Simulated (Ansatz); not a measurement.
# The Mo2N(OH)2 MXene monolayer between two gates, part 3 of 4

Wanted: Fermi level and gate voltage of the Mo2N(OH)2 MXene monolayer as it is charged.

Ansatz 0.2.0; plane-wave DFT, PBE-D3(BJ), Ansatz PAW.

So far. Step 8 (Gated layer, added electrons 6×10¹³ per cm²): Against the uncharged case this takes +1.76 V.

### 9. Gated layer, added electrons -6×10¹³ per cm²

input.yaml

```yaml
crystal:
  lattice:
    - [2.8061126111, 0.0, 0.0]
    - [-1.4030563056, 2.4301648071, 0.0]
    - [0.0, 0.0, 44.3166004176]
  atoms:
    - { symbol: H, position: [0.3333333333, 0.6666666667, 0.4129378117] }
    - { symbol: O, position: [0.3333333333, 0.6666666667, 0.4350170333] }
    - { symbol: Mo, position: [0.6666666667, 0.3333333333, 0.4673518008] }
    - { symbol: "N", position: [0.0, 0.0, 0.5] }
    - { symbol: Mo, position: [0.3333333333, 0.6666666667, 0.5326481992] }
    - { symbol: O, position: [0.6666666667, 0.3333333333, 0.5649829667] }
    - { symbol: H, position: [0.6666666667, 0.3333333333, 0.5870621883] }
  periodic: [true, true, false]
  symmetry: { detect: true }
total_charge: 0.040916
kpoints:
  mp_grid: { grid: [42, 42, 1] }
  band_path:
    path: [[0, 0, 0], [0.5, 0, 0], [0.33333333, 0.33333333, 0], [0, 0, 0]]
    npoints: 16
hamiltonian:
  xc: pbe
  dispersion: d3bj
scf:
  occupations: { method: fermi_dirac, width: 0.05 }
  convergence: { dr2_threshold: 1.0e-10 }
output:
  forces: true
  eigenvalues: true
  dos: { projected: true, e_range: [-3, 3], de: 0.01 }
  write_potential: true
  write_density: true
  volumetric_format: npy
  elf: true
external_charges:
  - { charge: 0, barrier: 10, axis: 3, height: 30.517, sigma: 0.25 }
  - { charge: -0.020458, axis: 3, height: 32.017, sigma: 0.5 }
  - { charge: 0, barrier: 10, axis: 3, height: 13.8, sigma: 0.25 }
  - { charge: -0.020458, axis: 3, height: 12.3, sigma: 0.5 }
```

The run is started by

```
ansatz run input.yaml --threads 4 --pin off --max-ram 12288MiB --backend cpu --events-out ev --progress --plain --runs-dir out
```

Numbers of over 12 decimals in the logs are rounded to 6 here.

The program printed:

```text
[...]
Crystal: 7 atoms, lattice volume = 302.209 Å³
Basis set: ecut = 420 eV, 5969 PW (Γ), exchange–correlation on 40×40×600 points (8 copies of the dense FFT grid, shifted against one another)
Bands: 31, of which v1, the nominal top of the filled ones, is band 23 counted from 1 (22 counted from 0)
Symmetry: 6 space group operations
k-points: 169 of 1764 (time reversal used)
[...]
--- Band table (eV; the first three rows and the last of 169) ---
  k-point 0: bands = [... 19 lower, -7.5154, -7.5154, -5.5224, -5.4784, -5.4784, -4.4399, -4.4399, -4.1634, ... 4 higher]
  k-point 1: bands = [... 19 lower, -7.5500, -7.5290, -5.5800, -5.4652, -5.4350, -4.4512, -4.4285, -4.1469, ... 4 higher]
  k-point 2: bands = [... 19 lower, -7.6407, -7.5682, -5.6766, -5.4257, -5.3807, -4.4861, -4.3946, -4.1277, ... 4 higher]
  k-point 168: bands = [... 19 lower, -10.3632, -5.1939, -4.6561, -4.6561, -4.3383, -3.1059, -3.1059, -1.4767, ... 4 higher]
[key lines of the parts left out:]
SCF converged after 16 iterations
Free energy (F): -11463.445103 eV
Fermi energy:    -4.161749 eV
```

It took 79 s on 4 threads of Arm Neoverse V2, shared host; peak memory 1.4 GiB.

The density of states has structure finer than the step of the table below, so its rows give means over 0.2 eV, whole bins alone (the curve runs from -3 to 1.99 eV). Peaks (eV: height): -2.20: 5.31, -1.06: 3.83, -0.41: 3.14, 1.42: 9.12, 1.71: 6.74.

Table of density of states by energy, zero at the Fermi level; means over each step:

```csv
energy (eV),density of states (states/eV a cell)
-2.8,0.724
-2.6,1.17
-2.4,1.66
-2.2,3.44
-2.0,2.13
-1.8,1.47
-1.6,1.14
-1.4,1.49
-1.2,2.22
-1.0,2.88
-0.8,2.32
-0.6,1.96
-0.4,2.45
-0.2,2.19
0.0,2.40
0.2,2.51
0.4,2.64
0.6,2.61
0.8,2.61
1.0,3.56
1.2,4.62
1.4,6.86
1.6,4.65
1.8,3.79
```

Against the uncharged case this takes -1.98 V.

### 10. The series together

This step: plane-wave DFT, PBE-D3(BJ), Ansatz PAW; charging by gates (Ansatz 0.2.0).

The potential behind each gate is read from every run and counted from the uncharged case.

Voltage on the gate against the layer's Fermi level, from the uncharged case, mean of the two gates. Gate voltage against added electrons:

```csv
added electrons (10¹³ per cm²),gate voltage (V)
-6.00,-1.98
-2.00,-0.625
-0.50,-0.154
0.00,0
0.50,0.153
2.00,0.603
6.00,1.76
```

Charge step over voltage step between neighbouring densities. Total capacitance against added electrons:

```csv
added electrons (10¹³ per cm²),total capacitance (µF/cm²)
-4.00,4.74
-1.25,5.10
-0.25,5.20
0.25,5.25
1.25,5.33
4.00,5.54
```

By hand: 10¹³ electrons per cm² are 0.001 e/Å², which by Gauss's law end a field of 0.181 V/Å. At 6×10¹³ holes per cm², shared by two gates, the field towards a gate is 0.543 V/Å, which over the 6 Å from the outer atoms would drop 3.26 V; the run needs 1.98 V.

### 11. Relaxing the charged layer, added electrons -6×10¹³ per cm²

This step: plane-wave DFT, PBE-D3(BJ), Ansatz PAW (Ansatz 0.2.0).

The charge changes the bonds and the gates pull on the outer atoms, so the atoms are relaxed, with one height held.

input.yaml, the sections that differ from step 9:

```yaml
kpoints:
  mp_grid: { grid: [18, 18, 1] }
scf:
  occupations: { method: fermi_dirac, width: 0.05 }
  convergence: { dr2_threshold: 1.0e-09 }
relax:
  f_tol: 0.003
  max_steps: 50
  constraints: [{ site: 3, fix: z }]
output:
  write_potential: true
  write_density: true
  volumetric_format: npy
# crystal, total_charge, hamiltonian, external_charges: as in step 9
```

The program printed:

```text
[...]
Crystal: 7 atoms, lattice volume = 302.209 Å³
Basis set: ecut = 420 eV, 5969 PW (Γ), exchange–correlation on 40×40×600 points (8 copies of the dense FFT grid, shifted against one another)
Bands: 31, of which v1, the nominal top of the filled ones, is band 23 counted from 1 (22 counted from 0)
Symmetry: 6 space group operations
k-points: 37 of 324 (time reversal used)
[...]
SCF iter   1: F=—  HF=-11470.936888 eV  |F-HF|=—  |Δ(HF+E_count)|=         —  Δρ=8.77e-2  dr2=2.81e1  ethr=3.10e-3  ⟨swp⟩=19.2  Hψ=11092  notcnv=0  defer=2
[...]
SCF iter  16: F=-11463.448666 eV  HF=-11463.448666 eV  |F-HF|=1.67e-10  |Δ(HF+E_count)|=  6.55e-11  Δρ=2.35e-7  dr2=1.71e-10  ethr=2.13e-12  ⟨swp⟩=13.7  Hψ=10227  notcnv=0
SCF 1 converged in 16 iterations: F = -11463.448666 eV  dr2 = 1.71e-10
[...]
relax step   1: F+E_penalty+E_count = -11463.44866597 eV  Δ(F+E_penalty+E_count) = +0.000e0 eV  max|allowed force component| = 1.790e-1 eV/Å  Δτ_max = 0.0000 Å  (16 SCF iters, accepted)
[...]
SCF iter  10: F=-11463.449718 eV  HF=-11463.449718 eV  |F-HF|=1.82e-11  |Δ(HF+E_count)|=  5.46e-11  Δρ=5.48e-8  dr2=5.05e-11  ethr=2.13e-12  ⟨swp⟩=13.3  Hψ=9660  notcnv=0
SCF 2 converged in 10 iterations: F = -11463.449718 eV  dr2 = 5.05e-11
[...]
relax step   2: F+E_penalty+E_count = -11463.44971787 eV  Δ(F+E_penalty+E_count) = -1.052e-3 eV  max|allowed force component| = 5.948e-2 eV/Å  Δτ_max = 0.0069 Å  (10 SCF iters, accepted)
SCF iter   1: F=—  HF=-11463.449892 eV  |F-HF|=—  |Δ(HF+E_count)|=         —  Δρ=1.70e-4  dr2=7.29e-5  ethr=1.61e-6  ⟨swp⟩=2.4  Hψ=2282  notcnv=0  defer=36
[...]
SCF iter   7: F=-11463.449795 eV  HF=-11463.449795 eV  |F-HF|=1.79e-9  |Δ(HF+E_count)|=   1.03e-8  Δρ=3.46e-7  dr2=5.10e-10  ethr=2.13e-12  ⟨swp⟩=12.5  Hψ=11642  notcnv=0
SCF 3 converged in 7 iterations: F = -11463.449795 eV  dr2 = 5.10e-10
relax step   3: F+E_penalty+E_count = -11463.44979530 eV  Δ(F+E_penalty+E_count) = -7.743e-5 eV  max|allowed force component| = 7.645e-3 eV/Å  Δτ_max = 0.0010 Å  (7 SCF iters, accepted)
SCF iter   1: F=—  HF=-11463.449874 eV  |F-HF|=—  |Δ(HF+E_count)|=         —  Δρ=4.75e-5  dr2=5.85e-6  ethr=2.52e-7  ⟨swp⟩=2.2  Hψ=2032  notcnv=0  defer=36
[...]
SCF iter   5: F=-11463.449798 eV  HF=-11463.449798 eV  |F-HF|=1.20e-10  |Δ(HF+E_count)|=   4.60e-9  Δρ=2.91e-7  dr2=3.46e-10  ethr=2.13e-12  ⟨swp⟩=14.3  Hψ=10493  notcnv=0
SCF 4 converged in 5 iterations: F = -11463.449798 eV  dr2 = 3.46e-10
relax step   4: F+E_penalty+E_count = -11463.44979764 eV  Δ(F+E_penalty+E_count) = -2.343e-6 eV  max|allowed force component| = 2.504e-4 eV/Å  Δτ_max = 0.0004 Å  (5 SCF iters, accepted)
[...]
the band table was solved once a step of the walk had ended and its energy, with any forces and stress, was formed, with the checks that follow a solve (8793 applications of the Hamiltonian). They found nothing against the state; the energy, forces and stress were not computed again (output.eigenvalues in the input reference)
[...]
SCF converged after 5 iterations
Free energy (F): -11463.449798 eV
[...]
Internal energy: -11463.431690 eV  (E = F + TS)
E sigma→0 (E₀):  -11463.440744 eV
Entropy (-TS):   -0.018108 eV (-2.587 meV/atom)
Fermi energy:    -4.120301 eV
[...]
--- Forces (eV/Å), atoms and charges each counted from 1 ---
  atom   1  H     -0.00000000     0.00000000    -0.00009271
  atom   2  O     -0.00000000     0.00000000     0.00024994
  atom   3  Mo    -0.00000000     0.00000000     0.00025044
  atom   4  N      0.00000000    -0.00000000     0.00000005
  atom   5  Mo     0.00000000    -0.00000000    -0.00025006
  atom   6  O      0.00000000    -0.00000000    -0.00024990
  atom   7  H      0.00000000    -0.00000000     0.00009273
  external charge   1     0.00000000     0.00000000     0.00049627
  external charge   2     0.00000000     0.00000000    -0.00555392
  external charge   3     0.00000000     0.00000000    -0.00049664
  external charge   4     0.00000000     0.00000000     0.00555392
  max |Σ_I F_I| component, the external charges' with the atoms': 1.08e-7 eV/Å
--- Band table (eV; the first three rows and the last of 37) ---
  k-point 0: bands = [... 19 lower, -7.4683, -7.4683, -5.4658, -5.4309, -5.4309, -4.3844, -4.3844, -4.1062, ... 4 higher]
  k-point 1: bands = [... 19 lower, -7.6317, -7.5392, -5.6659, -5.3592, -5.3079, -4.4489, -4.3242, -4.0664, ... 4 higher]
  k-point 2: bands = [... 19 lower, -7.7096, -7.6897, -5.9951, -5.1931, -5.1467, -4.6242, -4.1530, -3.9488, ... 4 higher]
  k-point 36: bands = [... 19 lower, -10.2956, -5.1445, -4.6154, -4.6154, -4.3001, -3.0556, -3.0556, -1.4432, ... 4 higher]
--- Relaxed structure (4 steps of the walk, 4 accepted, 0 SCFs on fresh bases) ---
  F+E_penalty+E_count = -11463.44979764 eV   max|allowed force component| = 2.504e-4 eV/Å
  cell:  # Å, volume = 302.2089 Å³
    - [2.806113, 2.886758721872544e-11, 0.0]
    - [-1.403056, 2.430165, 0.0]
    - [0.0, 0.0, 44.3166004176]
  atoms:
    - { symbol: H, position: [0.333333, 0.666667, 0.412816] }
    - { symbol: O, position: [0.333333, 0.666667, 0.434847] }
    - { symbol: Mo, position: [0.666667, 0.333333, 0.467375] }
    - { symbol: N, position: [0, 0, 0.5] }
    - { symbol: Mo, position: [0.333333, 0.666667, 0.532625] }
    - { symbol: O, position: [0.666667, 0.333333, 0.565153] }
    - { symbol: H, position: [0.666667, 0.333333, 0.587184] }
```

Wall time 34 s (4 threads); peak memory 0.72 GiB; 2.2 min of CPU time.

Step by step:

```csv
step,energy less that of the first step (eV),largest force component (eV/Å)
1,0.0000,0.1790
2,-0.0011,0.0595
3,-0.0011,0.0076
4,-0.0011,0.0003
```

Forces are held to the 6 operations that the run works with; a distortion that breaks them can't arise in this run.

The relaxed structure:

```xyz
7
Lattice="2.8061 0.0000 0.0000 -1.4031 2.4302 0.0000 0.0000 0.0000 44.3166" Properties=species:S:1:pos:R:3
H     0.0000    1.6201   18.2946
O     0.0000    1.6201   19.2709
Mo    1.4031    0.8101   20.7125
N     0.0000    0.0000   22.1583
Mo    0.0000    1.6201   23.6041
O     1.4031    0.8101   25.0457
H     1.4031    0.8101   26.0220
```

This step gave:

| Property | Result |
| --- | --- |
| energy at zero smearing | -11463.4407 eV |
| potential beyond the upper barrier and gate, less the barrier, from the Fermi level | 4.120 eV |

The relaxation took 4 steps and lowered the energy by 0.0011 eV; the largest force on the free atoms ends at 2.5e-4 eV/Å.

### 12. Relaxing the charged layer, added electrons 6×10¹³ per cm²

input.yaml, as its differences from that of step 11:

```diff
@@ -15,3 +15,3 @@
   symmetry: { detect: true }
-total_charge: 0.040916
+total_charge: -0.040916
 kpoints:
@@ -30,5 +30,5 @@
   - { charge: 0, barrier: 10, axis: 3, height: 30.517, sigma: 0.25 }
-  - { charge: -0.020458, axis: 3, height: 32.017, sigma: 0.5 }
+  - { charge: 0.020458, axis: 3, height: 32.017, sigma: 0.5 }
   - { charge: 0, barrier: 10, axis: 3, height: 13.8, sigma: 0.25 }
-  - { charge: -0.020458, axis: 3, height: 12.3, sigma: 0.5 }
+  - { charge: 0.020458, axis: 3, height: 12.3, sigma: 0.5 }
 output:
```

The program printed:

```text
[...]
Crystal: 7 atoms, lattice volume = 302.209 Å³
Basis set: ecut = 420 eV, 5969 PW (Γ), exchange–correlation on 40×40×600 points (8 copies of the dense FFT grid, shifted against one another)
Bands: 31, of which v1, the nominal top of the filled ones, is band 24 counted from 1 (23 counted from 0)
Symmetry: 6 space group operations
k-points: 37 of 324 (time reversal used)
[...]
SCF iter   1: F=—  HF=-11470.993923 eV  |F-HF|=—  |Δ(HF+E_count)|=         —  Δρ=8.71e-2  dr2=2.84e1  ethr=3.10e-3  ⟨swp⟩=16.3  Hψ=9920  notcnv=0
[...]
SCF iter  16: F=-11463.629569 eV  HF=-11463.629569 eV  |F-HF|=2.95e-10  |Δ(HF+E_count)|=   6.45e-9  Δρ=2.31e-7  dr2=6.61e-10  ethr=2.13e-12  ⟨swp⟩=14.8  Hψ=10298  notcnv=0
SCF 1 converged in 16 iterations: F = -11463.629569 eV  dr2 = 6.61e-10
[...]
relax step   1: F+E_penalty+E_count = -11463.62956895 eV  Δ(F+E_penalty+E_count) = +0.000e0 eV  max|allowed force component| = 7.593e-2 eV/Å  Δτ_max = 0.0000 Å  (16 SCF iters, accepted)
[...]
SCF iter  10: F=-11463.629692 eV  HF=-11463.629692 eV  |F-HF|=2.26e-10  |Δ(HF+E_count)|=  1.51e-10  Δρ=3.46e-7  dr2=2.88e-10  ethr=2.13e-12  ⟨swp⟩=13.2  Hψ=9336  notcnv=0
SCF 2 converged in 10 iterations: F = -11463.629692 eV  dr2 = 2.88e-10
[...]
relax step   2: F+E_penalty+E_count = -11463.62969217 eV  Δ(F+E_penalty+E_count) = -1.232e-4 eV  max|allowed force component| = 2.719e-2 eV/Å  Δτ_max = 0.0012 Å  (10 SCF iters, accepted)
SCF iter   1: F=—  HF=-11463.629757 eV  |F-HF|=—  |Δ(HF+E_count)|=         —  Δρ=7.11e-5  dr2=1.36e-5  ethr=2.12e-7  ⟨swp⟩=3.4  Hψ=2423  notcnv=0  defer=34
[...]
SCF iter   6: F=-11463.629707 eV  HF=-11463.629707 eV  |F-HF|=3.58e-10  |Δ(HF+E_count)|=   1.50e-8  Δρ=3.41e-7  dr2=9.67e-10  ethr=2.13e-12  ⟨swp⟩=12.9  Hψ=11457  notcnv=0
SCF 3 converged in 6 iterations: F = -11463.629707 eV  dr2 = 9.67e-10
relax step   3: F+E_penalty+E_count = -11463.62970683 eV  Δ(F+E_penalty+E_count) = -1.465e-5 eV  max|allowed force component| = 3.131e-3 eV/Å  Δτ_max = 0.0003 Å  (6 SCF iters, accepted)
SCF iter   1: F=—  HF=-11463.629759 eV  |F-HF|=—  |Δ(HF+E_count)|=         —  Δρ=1.16e-5  dr2=5.01e-7  ethr=2.70e-8  ⟨swp⟩=2.8  Hψ=2066  notcnv=0  defer=34
[...]
SCF iter   5: F=-11463.629707 eV  HF=-11463.629707 eV  |F-HF|=2.73e-11  |Δ(HF+E_count)|=  2.73e-10  Δρ=2.01e-7  dr2=3.40e-10  ethr=2.13e-12  ⟨swp⟩=11.1  Hψ=9284  notcnv=0
SCF 4 converged in 5 iterations: F = -11463.629707 eV  dr2 = 3.40e-10
relax step   4: F+E_penalty+E_count = -11463.62970712 eV  Δ(F+E_penalty+E_count) = -2.951e-7 eV  max|allowed force component| = 1.210e-4 eV/Å  Δτ_max = 0.0001 Å  (5 SCF iters, accepted)
[...]
SCF converged after 5 iterations
Free energy (F): -11463.629707 eV
[...]
Internal energy: -11463.607991 eV  (E = F + TS)
E sigma→0 (E₀):  -11463.618849 eV
Entropy (-TS):   -0.021716 eV (-3.102 meV/atom)
Fermi energy:    -0.424106 eV
[...]
--- Forces (eV/Å), atoms and charges each counted from 1 ---
  atom   1  H     -0.00000000     0.00000000    -0.00011764
  atom   2  O     -0.00000000     0.00000000    -0.00007715
  atom   3  Mo    -0.00000000     0.00000000     0.00012096
  atom   4  N      0.00000000    -0.00000000     0.00000278
  atom   5  Mo     0.00000000    -0.00000000    -0.00012019
  atom   6  O      0.00000000    -0.00000000     0.00007674
  atom   7  H      0.00000000    -0.00000000     0.00011732
  external charge   1     0.00000000     0.00000000     0.00760837
  external charge   2     0.00000000     0.00000000    -0.00554913
  external charge   3     0.00000000     0.00000000    -0.00761135
  external charge   4     0.00000000     0.00000000     0.00554912
  max |Σ_I F_I| component, the external charges' with the atoms': 1.62e-7 eV/Å
--- Band table (eV; the first three rows and the last of 37) ---
  k-point 0: bands = [... 20 lower, -3.7053, -1.7573, -1.7065, -1.7065, -0.6786, -0.6786, -0.6732, -0.6435, ... 3 higher]
  k-point 1: bands = [... 20 lower, -3.7790, -1.9406, -1.6355, -1.5983, -0.7463, -0.6158, -0.6021, -0.5740, ... 3 higher]
  k-point 2: bands = [... 20 lower, -3.9412, -2.2635, -1.4838, -1.4263, -0.9165, -0.4390, -0.4301, -0.3274, ... 3 higher]
  k-point 36: bands = [... 20 lower, -1.4185, -0.8845, -0.8845, -0.5478, 0.6714, 0.6714, 2.3167, 2.3167, ... 3 higher]
--- Relaxed structure (4 steps of the walk, 4 accepted, 0 SCFs on fresh bases) ---
  F+E_penalty+E_count = -11463.62970712 eV   max|allowed force component| = 1.210e-4 eV/Å
  cell:  # Å, volume = 302.2089 Å³
    - [2.806113, 2.886758721872544e-11, 0.0]
    - [-1.403056, 2.430165, 0.0]
    - [0.0, 0.0, 44.3166004176]
  atoms:
    - { symbol: H, position: [0.333333, 0.666667, 0.412947] }
    - { symbol: O, position: [0.333333, 0.666667, 0.435054] }
    - { symbol: Mo, position: [0.666667, 0.333333, 0.467335] }
    - { symbol: N, position: [0, 0, 0.5] }
    - { symbol: Mo, position: [0.333333, 0.666667, 0.532665] }
    - { symbol: O, position: [0.666667, 0.333333, 0.564946] }
    - { symbol: H, position: [0.666667, 0.333333, 0.587053] }
```

Wall time 35 s (4 threads); peak memory 0.73 GiB.

No atom moved by 0.005 Å in the relaxation.

Numbers from this step:

| Quantity | Value |
| --- | --- |
| energy at zero smearing | -11463.6188 eV |
| potential beyond the upper barrier and gate, less the barrier, from the Fermi level | 0.4239 eV |

The relaxation took 4 steps and lowered the energy by 1.4e-4 eV; the largest force on the free atoms ends at 1.2e-4 eV/Å.

(Part 3 of 4 ends here.)

[Logs are printed without paths, hosts, clocks, repeated set-up lines and the standing remarks that a program may print on its own settings, such as how far it seeks lower states.]

[Hosts, paths, dates, database ids (printed as entryN), source tags and the programs' standing remarks are cut or masked in the printed files.]

[Maps of the electrostatic potential energy from Ansatz leave out the sawtooth potential of an applied field or a dipole correction, so their vacuum need not be flat; planar profiles and work functions include it.]

[The density of states shown here was stored with 400 of the rows of the run's finer table, so its peaks can read low, often by over a quarter, or be missed, and its means over a window can be off by a tenth or more.]
